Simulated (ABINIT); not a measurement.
# A GW chain in ABINIT: SnSe2 (P-3m1)

Wanted: ground state, empty states, screening and self-energy for SnSe2 (P-3m1).

Calculated with ABINIT 10.8.3; PBE and many-body steps on it, plane waves.

**Experimental background.**

- Gap 1.21 ± 0.04 eV: quasiparticle gap from STS band edges on large flat area; scanning tunneling spectroscopy, log dI/dV edge fit; 77.6 K; bulk crystal (n-type SnSe2 region of partially converted crystal) (“Lateral heterostructures formed by thermally converting n-type SnSe2 to p-type SnSe”, 2018, arxiv:1804.01202).

- Gap 1 eV: indirect gap from optical absorption (approximate); optical absorption; bulk crystal (quoted in “Lateral heterostructures formed by thermally converting n-type SnSe2 to p-type SnSe”, 2018, arxiv:1804.01202).

- Gap 1.207 eV: direct band-edge excitonic transition; piezoreflectance; 300 K; bulk crystal (CVT-grown single crystal) (“Temperature Dependent Excitonic Transition Energy and Enhanced Electron-Phonon Coupling in Layered Ternary SnS2-xSex Semiconductors with Fully Tunable Stoichiometry”, 2021, pmc:8069899).

### 1. The starting structure

The structure is trigonal, space group P-3m1 (No. 164). The conventional cell has a = 3.811 Å, b = 3.811 Å, c = 6.136 Å, α = 90.00°, β = 90.00°, γ = 120.00°. Nearest to Sn lie 6 Se at 2.68 Å. Nearest to Se lie 3 Sn at 2.68 Å. Farther neighbours and most contacts between anions are not listed.

The cell and positions come from the Crystallography Open Database and are kept as given unless a step says otherwise.

### 2. Ground state

This step: ABINIT 10.8.3; DFT, PBE, plane waves, norm-conserving pseudopotentials.

The ground-state density comes first.

Contents of run.abi:

```
acell 3*1.0 Angstrom
rprim 
  3.810999999987 0.000000000003 0.000000000000
  -1.905499999996 3.300422813810 0.000000000000
  0.000000000000 0.000000000000 6.136000000000
ntypat 2
znucl 50 34
natom 3
typat 1 2 2
xred 
  0.000000000000 0.000000000000 0.000000000000
  0.333333333333 0.666666666667 0.249000000000
  0.666666666667 0.333333333333 0.751000000000
pp_dirpath "pseudos"
pseudos "Sn.upf, Se.upf"
ecut 48
ngkpt 6 6 4
nshiftk 1
shiftk 0 0 0
kptopt 1
chksymbreak 0
nband 40
occopt 1
tolvrs 1e-08
nstep 60
prtwf 0
indata_prefix "in"
outdata_prefix "out"
tmpdata_prefix "tmp"
```

Started as:

```
OMP_NUM_THREADS=1 mpirun -n 4 abinit run.abi > log
```

Numbers of over 12 decimals in the logs are rounded to 6 here.

The program printed:

```text
.Version 10.8.3 of ABINIT. v10.8.2 released Aug 2026.

 Symmetries : space group P-3 m 1 (#164); Bravais hP (primitive hexag.)
================================================================================
 Values of the parameters that define the memory need of the present run
     intxc =       0    ionmov =       0      iscf =       7    lmnmax =       6
     lnmax =       6     mgfft =      75  mpssoang =       3    mqgrid =    3617
     natom =       3  nloc_mem =       1    nspden =       1   nspinor =       1
    nsppol =       1      nsym =      12    n1xccc =    2501    ntypat =       2
    occopt =       1   xclevel =       2
-    mband =          40        mffmem =           1         mkmem =           6
       mpw =        8310          nfft =      172800          nkpt =          24
================================================================================
  Rough estimation (10% accuracy) of disk space for files :
================================================================================

--------------------------------------------------------------------------------
------------- Echo of variables that govern the present computation ------------
--------------------------------------------------------------------------------
 -outvars: echo values of preprocessed input variables --------
            acell      1.8897261259E+00  1.8897261259E+00  1.8897261259E+00 Bohr

      chksymbreak           0
             ecut      4.80000000E+01 Hartree
-          fftalg         312

              ixc     -101130
              kpt      0.00000000E+00  0.00000000E+00  0.00000000E+00
                       1.66666667E-01  0.00000000E+00  0.00000000E+00
                       3.33333333E-01  0.00000000E+00  0.00000000E+00
                       5.00000000E-01  0.00000000E+00  0.00000000E+00
                       1.66666667E-01  1.66666667E-01  0.00000000E+00
                       3.33333333E-01  1.66666667E-01  0.00000000E+00
                       3.33333333E-01  3.33333333E-01  0.00000000E+00
                       0.00000000E+00  0.00000000E+00  2.50000000E-01
                       1.66666667E-01  0.00000000E+00  2.50000000E-01
   [... 13 further rows ...]
                       3.33333333E-01  1.66666667E-01  5.00000000E-01
                       3.33333333E-01  3.33333333E-01  5.00000000E-01
         kptrlatt        6    0    0      0    6    0      0    0    4
          kptrlen      4.32104776E+01
P           mkmem           6
            natom           3
            nband          40
            ngfft          48      48      75
             nkpt          24
            nstep          60
             nsym          12
           ntypat           2
              occ      2.000000  2.000000  2.000000  2.000000  2.000000  2.000000
                       2.000000  2.000000  2.000000  2.000000  2.000000  2.000000
                       2.000000  2.000000  2.000000  2.000000  2.000000  2.000000
                       2.000000  2.000000  2.000000  2.000000  2.000000  2.000000
                       2.000000  2.000000  2.000000  2.000000  2.000000  2.000000
                       2.000000  2.000000  2.000000  2.000000  2.000000  0.000000
                       0.000000  0.000000  0.000000  0.000000
            prtwf           0
            rprim      3.8110000000E+00  3.0000000000E-12  0.0000000000E+00
[...]
spgroup         164

           tolvrs      1.00000000E-08

             xred      0.0000000000E+00  0.0000000000E+00  0.0000000000E+00
[...]
znucl       50.00000   34.00000

================================================================================

 chkinp: Checking input parameters for consistency.

================================================================================
== DATASET  1 ==================================================================
-   mpi_nproc: 4, omp_nthreads: 1 (-1 if OMP is not activated)

--- !DatasetInfo
iteration_state: {dtset: 1, }
dimensions: {natom: 3, nkpt: 24, mband: 40, nsppol: 1, nspinor: 1, nspden: 1, mpw: 8310, }
cutoff_energies: {ecut:  48.0, pawecutdg:  -1.0, }
electrons: {nelect:   7.00000000E+01, charge:   0.00000000E+00, occopt:   1.00000000E+00, tsmear:   1.00000000E-02, }

 Real(R)+Recip(G) space primitive vectors, cartesian coordinates (Bohr,Bohr^-1):
 R(1)=  7.2017463  0.0000000  0.0000000  G(1)=  0.1388552  0.0801681  0.0000000
 R(2)= -3.6008731  6.2368952  0.0000000  G(2)=  0.0000000  0.1603362  0.0000000
 R(3)=  0.0000000  0.0000000 11.5953595  G(3)=  0.0000000  0.0000000  0.0862414
 Unit cell volume ucvol=  5.2082339E+02 bohr^3
 Angles (23,13,12)=  9.00000000E+01  9.00000000E+01  1.20000000E+02 degrees

 getcut: wavevector=  0.0000  0.0000  0.0000  ngfft=  48  48  75
         ecut(hartree)=     48.000   => boxcut(ratio)=   2.04626

--- Pseudopotential description ------------------------------------------------
- Sn Generated using ONCVPSP code by D. R. Hamann
- 50.00000  22.00000  171031                  znucl, zion, pspdat
12 -101130 2 -1 1628                          pspcod,pspxc,lmax,lloc,mmax
     nproj     2     2     2
  pspatm : epsatm=   27.31087254
         --- l  ekb(1:nproj) -->
[...]
pspatm: atomic psp has been read  and splines computed

[...]
--- !BeginCycle
iteration_state: {dtset: 1, }
solver: {iscf: 7, nstep: 60, nline: 4, wfoptalg: 0, }
tolerances: {tolvrs: 1.00E-08, }

     iter   Etot(hartree)      deltaE(h)  residm     vres2
 ETOT  1  -894.16323327138    -8.942E+02 1.191E+00 2.258E+02
 ETOT  2  -898.11411757450    -3.951E+00 2.113E-02 1.369E+02
 ETOT  3  -898.12522907450    -1.111E-02 1.248E-02 3.899E+01
 ETOT  4  -898.12694945592    -1.720E-03 2.601E-02 1.056E+01
 ETOT  5  -898.12801655194    -1.067E-03 7.958E-04 6.610E-01
 ETOT  6  -898.12806439653    -4.784E-05 5.887E-05 1.458E-02
 ETOT  7  -898.12806559767    -1.201E-06 1.000E-04 4.229E-04
 ETOT  8  -898.12806563533    -3.766E-08 3.236E-05 7.305E-05
 ETOT  9  -898.12806564093    -5.602E-09 6.002E-05 1.368E-06
 ETOT 10  -898.12806564113    -1.908E-10 1.932E-05 4.205E-08
 ETOT 11  -898.12806564108     4.479E-11 3.580E-05 3.842E-09

 At SCF step   11       vres2   =  3.84E-09 < tolvrs=  1.00E-08 =>converged.

 Cartesian components of stress tensor (hartree/bohr^3)
  sigma(1 1)= -1.26730141E-04  sigma(3 2)=  0.00000000E+00
  sigma(2 2)= -1.26730141E-04  sigma(3 1)=  0.00000000E+00
  sigma(3 3)= -1.72331815E-04  sigma(2 1)=  0.00000000E+00

--- !ResultsGS
iteration_state: {dtset: 1, }
comment   : Summary of ground state results
lattice_vectors:
- [  7.2017463,   0.0000000,   0.0000000, ]
- [ -3.6008731,   6.2368952,   0.0000000, ]
- [  0.0000000,   0.0000000,  11.5953595, ]
lattice_lengths: [   7.20175,    7.20175,   11.59536, ]
lattice_angles: [ 90.000,  90.000, 120.000, ] # degrees, (23, 13, 12)
lattice_volume:   5.2082339E+02
convergence: {deltae:  4.479E-11, res2:  3.842E-09, residm:  3.580E-05, diffor: null, }
etotal    :  -8.98128066E+02
entropy   :   0.00000000E+00
fermie    :   2.07145495E-01
cartesian_stress_tensor: # hartree/bohr^3
- [ -1.26730141E-04,   0.00000000E+00,   0.00000000E+00, ]
- [  0.00000000E+00,  -1.26730141E-04,   0.00000000E+00, ]
- [  0.00000000E+00,   0.00000000E+00,  -1.72331815E-04, ]
pressure_GPa:   4.1757E+00
xred      :
- [  0.0000E+00,   0.0000E+00,   0.0000E+00, Sn]
- [  3.3333E-01,   6.6667E-01,   2.4900E-01, Se]
- [  6.6667E-01,   3.3333E-01,   7.5100E-01, Se]
cartesian_forces: # hartree/bohr
- [  1.48484686E-36,  -1.88625046E-24,  -5.78241159E-19, ]
- [ -5.19696401E-36,   6.60187662E-24,   1.54512306E-02, ]
- [  3.71211715E-36,  -4.71562616E-24,  -1.54512306E-02, ]
force_length_stats: {min:   5.78241159E-19, max:   1.54512306E-02, mean:   1.03008204E-02, }

 Integrated electronic density in atomic spheres:
 ------------------------------------------------
 Atom  Sphere_radius  Integrated_density
[...]
2        2.00000         21.25035261
    3        2.00000         21.25035261
================================================================================

 ----iterations are completed or convergence reached----

 Mean square residual over all n,k,spin=   44.019E-09; max=  35.801E-06
 reduced coordinates (array xred) for    3 atoms
       0.000000000000      0.000000000000      0.000000000000
       0.333333333333      0.666666666667      0.249000000000
       0.666666666667      0.333333333333      0.751000000000
 rms dE/dt=  8.4458E-02; max dE/dt=  1.7916E-01; dE/dt below (all hartree)
    1       0.000000000000      0.000000000000      0.000000000000
    2       0.000000000000     -0.000000000000     -0.179162573398
    3       0.000000000000      0.000000000000      0.179162573398

 cartesian coordinates (angstrom) at end:
    1      0.000000     0.000000     0.000000
    2     -1.67e-12     2.200282     1.527864
    3      1.905500     1.100141     4.608136

 cartesian forces (hartree/bohr) at end:
    1      0.000000    -0.000000    -0.000000
    2     -0.000000     0.000000     0.015451
    3      0.000000    -0.000000    -0.015451
 frms,max,avg= 7.2837799E-03 1.5451231E-02   0.000E+00  0.000E+00  0.000E+00 h/b

 cartesian forces (eV/Angstrom) at end:
    1      0.000000    -0.000000    -0.000000
    2     -0.000000     0.000000     0.794534
    3      0.000000    -0.000000    -0.794534
 frms,max,avg= 3.7454702E-01 7.9453422E-01   0.000E+00  0.000E+00  0.000E+00 e/A
 length scales=  1.889726125908  1.889726125908  1.889726125908 bohr
              =  1.000000000000  1.000000000000  1.000000000000 angstroms
 prteigrs : about to open file out_EIG
 Fermi (or HOMO) energy (hartree) =   0.20715   Average Vxc (hartree)=  -0.36803
 Eigenvalues (hartree) for nkpt=  24  k points:
 kpt#   1, nband= 40, wtk=  0.00694, kpt=  0.0000  0.0000  0.0000 (reduced coord)
  -7.40558   -7.40558   -5.18192   -5.18192   -5.18192   -5.18192   -5.18019   -5.18018
  -4.54362   -2.91858   -2.91858   -2.91848   -1.51382   -1.51382   -1.51381   -1.51381
  -1.51224   -1.51224   -1.51222   -1.51222   -1.51167   -1.51167   -0.57512   -0.57512
  -0.57379   -0.57323   -0.57323   -0.30713   -0.24185   -0.01565    0.18187    0.18187
   0.19291    0.19291    0.20715    0.24756    0.31615    0.37814    0.37814    0.50655
 prteigrs : prtvol=0 or 1, do not print more k-points.

--- !EnergyTerms
iteration_state     : {dtset: 1, }
comment             : Components of total free energy in Hartree
kinetic             :  3.69681863524365E+02
hartree             :  3.69199359582189E+02
xc                  : -8.47663695483911E+01
Ewald energy        : -3.93006523174324E+02
psp_core            :  1.04957867612685E+01
local_psp           : -9.90501337790154E+02
non_local_psp       : -1.79230844996033E+02
total_energy        : -8.98128065641081E+02
total_energy_eV     : -2.44393096925152E+04
band_energy         : -1.54133043762427E+02

 Cartesian components of stress tensor (hartree/bohr^3)
  sigma(1 1)= -1.26730141E-04  sigma(3 2)=  0.00000000E+00
  sigma(2 2)= -1.26730141E-04  sigma(3 1)=  0.00000000E+00
  sigma(3 3)= -1.72331815E-04  sigma(2 1)=  0.00000000E+00

-Cartesian components of stress tensor (GPa)         [Pressure=  4.1757E+00 GPa]
- sigma(1 1)= -3.72852946E+00  sigma(3 2)=  0.00000000E+00
- sigma(2 2)= -3.72852946E+00  sigma(3 1)=  0.00000000E+00
- sigma(3 3)= -5.07017706E+00  sigma(2 1)=  0.00000000E+00

== END DATASET(S) ==============================================================
================================================================================

 -outvars: echo values of variables after computation  --------
           etotal     -8.9812806564E+02
            nband          40
             nkpt          24
          spgroup         164
 [... the other variables as echoed above ...]

 Calculation completed.
```

Run time: 86 s. Hardware: 4 MPI ranks of Arm Neoverse V1, shared host; peak memory 0.56 GiB; 5.7 min of CPU time.

This step gave:

```
total energy               : -24439.3097 eV
gap                        : 0.8191 eV
k of the valence top       : 0, 0, 0
k of the conduction bottom : 0.5, 0, 0.25
least direct gap           : 1.100 eV
pressure                   : 4.176 GPa
```

The gap is indirect, with the least direct gap 0.28 eV higher.

The cutoff was set for levels, not for stress, so the pressure can be off by some GPa.

### 3. Empty states on the mesh, 3×3×2 mesh, 114 bands

The sums over transitions need many empty states on a uniform mesh; this step solves for them.

Changes to run.abi since step 2:

```diff
@@ -16,3 +16,3 @@
 ecut 48
-ngkpt 6 6 4
+ngkpt 3 3 2
 nshiftk 1
@@ -21,7 +21,10 @@
 chksymbreak 0
-nband 40
-occopt 1
-tolvrs 1e-08
+iscf -2
+irdden 1
+istwfk *1
+nband 114
+nbdbuf 10
+tolwfr 1e-09
 nstep 60
-prtwf 0
+prtvol 0
 indata_prefix "in"
```

The program printed:

```text
.Version 10.8.3 of ABINIT. v10.8.2 released Aug 2026.

 Symmetries : space group P-3 m 1 (#164); Bravais hP (primitive hexag.)
[... echo of the input left out ...]
== DATASET  1 ==================================================================
-   mpi_nproc: 4, omp_nthreads: 1 (-1 if OMP is not activated)

--- !DatasetInfo
iteration_state: {dtset: 1, }
dimensions: {natom: 3, nkpt: 6, mband: 114, nsppol: 1, nspinor: 1, nspden: 1, mpw: 8305, }
cutoff_energies: {ecut:  48.0, pawecutdg:  -1.0, }
electrons: {nelect:   7.00000000E+01, charge:   0.00000000E+00, occopt:   1.00000000E+00, tsmear:   1.00000000E-02, }

 Real(R)+Recip(G) space primitive vectors, cartesian coordinates (Bohr,Bohr^-1):
 R(1)=  7.2017463  0.0000000  0.0000000  G(1)=  0.1388552  0.0801681  0.0000000
 R(2)= -3.6008731  6.2368952  0.0000000  G(2)=  0.0000000  0.1603362  0.0000000
 R(3)=  0.0000000  0.0000000 11.5953595  G(3)=  0.0000000  0.0000000  0.0862414
 Unit cell volume ucvol=  5.2082339E+02 bohr^3
 Angles (23,13,12)=  9.00000000E+01  9.00000000E+01  1.20000000E+02 degrees

 getcut: wavevector=  0.0000  0.0000  0.0000  ngfft=  48  48  75
         ecut(hartree)=     48.000   => boxcut(ratio)=   2.04626

--- Pseudopotential description ------------------------------------------------
- Sn Generated using ONCVPSP code by D. R. Hamann
- 50.00000  22.00000  171031                  znucl, zion, pspdat
12 -101130 2 -1 1628                          pspcod,pspxc,lmax,lloc,mmax
     nproj     2     2     2
  pspatm : epsatm=   27.31087254
         --- l  ekb(1:nproj) -->
             0    9.701792   -0.671203
             1    4.046855   -0.266328
             2   -2.346641   -0.600143
 pspatm: atomic psp has been read  and splines computed

- Se Generated using ONCVPSP code by D. R. Hamann
- 34.00000  24.00000  171031                  znucl, zion, pspdat
12 -101130 2 -1 1214                          pspcod,pspxc,lmax,lloc,mmax
     nproj     2     2     2
  pspatm : epsatm=   25.39064422
         --- l  ekb(1:nproj) -->
[...]
pspatm: atomic psp has been read  and splines computed

--------------------------------------------------------------------------------

================================================================================
 prteigrs : about to open file out_EIG
 Non-SCF case, kpt    1 (  0.00000  0.00000  0.00000), residuals and eigenvalues=
  4.08E-10  3.37E-10  2.92E-10  2.83E-10  1.77E-10  2.45E-10  2.95E-10  2.53E-10
  2.48E-10  2.97E-10  7.39E-10  8.39E-10  2.95E-10  2.98E-10  3.11E-10  2.72E-10
  3.33E-10  2.02E-10  3.23E-10  2.37E-10  3.54E-10  4.17E-10  7.11E-10  7.74E-10
[...]
9.91E-05  1.79E-04
 -7.4056E+00 -7.4056E+00 -5.1819E+00 -5.1819E+00 -5.1819E+00 -5.1819E+00
 -5.1802E+00 -5.1802E+00 -4.5436E+00 -2.9186E+00 -2.9186E+00 -2.9185E+00
 -1.5138E+00 -1.5138E+00 -1.5138E+00 -1.5138E+00 -1.5122E+00 -1.5122E+00
[...]
1.8871E+00  1.9049E+00  1.9253E+00  1.9253E+00  1.9536E+00  1.9704E+00
  1.9704E+00  1.9720E+00  1.9812E+00  1.9812E+00  2.0774E+00  2.0813E+00
 prteigrs : prtvol=0 or 1, do not print more k-points.

--- !ResultsGS
iteration_state: {dtset: 1, }
comment   : Summary of ground state results
lattice_vectors:
- [  7.2017463,   0.0000000,   0.0000000, ]
- [ -3.6008731,   6.2368952,   0.0000000, ]
- [  0.0000000,   0.0000000,  11.5953595, ]
lattice_lengths: [   7.20175,    7.20175,   11.59536, ]
lattice_angles: [ 90.000,  90.000, 120.000, ] # degrees, (23, 13, 12)
lattice_volume:   5.2082339E+02
convergence: {deltae:  0.000E+00, res2:  0.000E+00, residm:  9.980E-10, diffor:  0.000E+00, }
etotal    :  -8.98128066E+02
entropy   :   0.00000000E+00
fermie    :   2.07145495E-01
cartesian_stress_tensor: null
pressure_GPa: null
xred      :
- [  0.0000E+00,   0.0000E+00,   0.0000E+00, Sn]
- [  3.3333E-01,   6.6667E-01,   2.4900E-01, Se]
- [  6.6667E-01,   3.3333E-01,   7.5100E-01, Se]
cartesian_forces: null
force_length_stats: {min: null, max: null, mean: null, }

 Integrated electronic density in atomic spheres:
 ------------------------------------------------
 Atom  Sphere_radius  Integrated_density
[...]
================================================================================

 ----iterations are completed or convergence reached----

 Mean square residual over all n,k,spin=   42.055E-11; max=  99.800E-11
 reduced coordinates (array xred) for    3 atoms
[...]
0.333333333333      0.666666666667      0.249000000000
       0.666666666667      0.333333333333      0.751000000000

 cartesian coordinates (angstrom) at end:
    1      0.000000     0.000000     0.000000
    2     -1.67e-12     2.200282     1.527864
    3      1.905500     1.100141     4.608136
 length scales=  1.889726125908  1.889726125908  1.889726125908 bohr
              =  1.000000000000  1.000000000000  1.000000000000 angstroms
 prteigrs : about to open file out_EIG
 Eigenvalues (hartree) for nkpt=   6  k points:
 kpt#   1, nband=114, wtk=  0.05556, kpt=  0.0000  0.0000  0.0000 (reduced coord)
[...]
1.83009    1.85935    1.85935    1.86893    1.87500    1.88711    1.88711    1.90494
   1.92528    1.92528    1.95363    1.97037    1.97037    1.97196    1.98119    1.98119
   2.07741    2.08130
 prteigrs : prtvol=0 or 1, do not print more k-points.

== END DATASET(S) ==============================================================
================================================================================

 -outvars: echo values of variables after computation  --------
            nband         114
             nkpt           6
          spgroup         164
 [... the other variables as echoed above ...]

 Calculation completed.
```

Elapsed: 51 s, on 4 MPI ranks; peak memory 0.41 GiB.

This step gave:

| Item | Value |
| --- | --- |
| gap | 1.100 eV |
| k of the valence top | 0, 0, 0 |
| k of the conduction bottom | 0, 0, 0 |
| least direct gap | 1.100 eV |
| k points computed | 6 |
| lowest point of the top converged band, above the valence top | 46.20 eV |

On this mesh the gap is 1.100 eV. The earlier step found 0.819 eV, so this mesh misses an edge.

(Continued in part 2 of 2.)

[Paths, hosts, dates, memory and timing lines, banners, echoed tables and standing remarks are left out of the program output.]

[Logs are printed without paths, hosts, clocks, repeated set-up lines and the standing remarks that a program may print on its own settings, such as how far it seeks lower states.]

[Runs of the session that timed out or met a known fault of the program may be left out.]

[Hosts, paths, dates, database ids (printed as entryN), source tags and the programs' standing remarks are cut or masked in the printed files.]

[G0W0 gaps are taken among the corrected bands and points alone; a level outside them can change the order at an edge.]

[Where Ansatz stands beside ABINIT at settings called matched, ABINIT's density can come from a denser mesh and the files from another edition; pairs whose starting gaps differed by over 0.03 eV were left out, so agreement reads better than it is.]
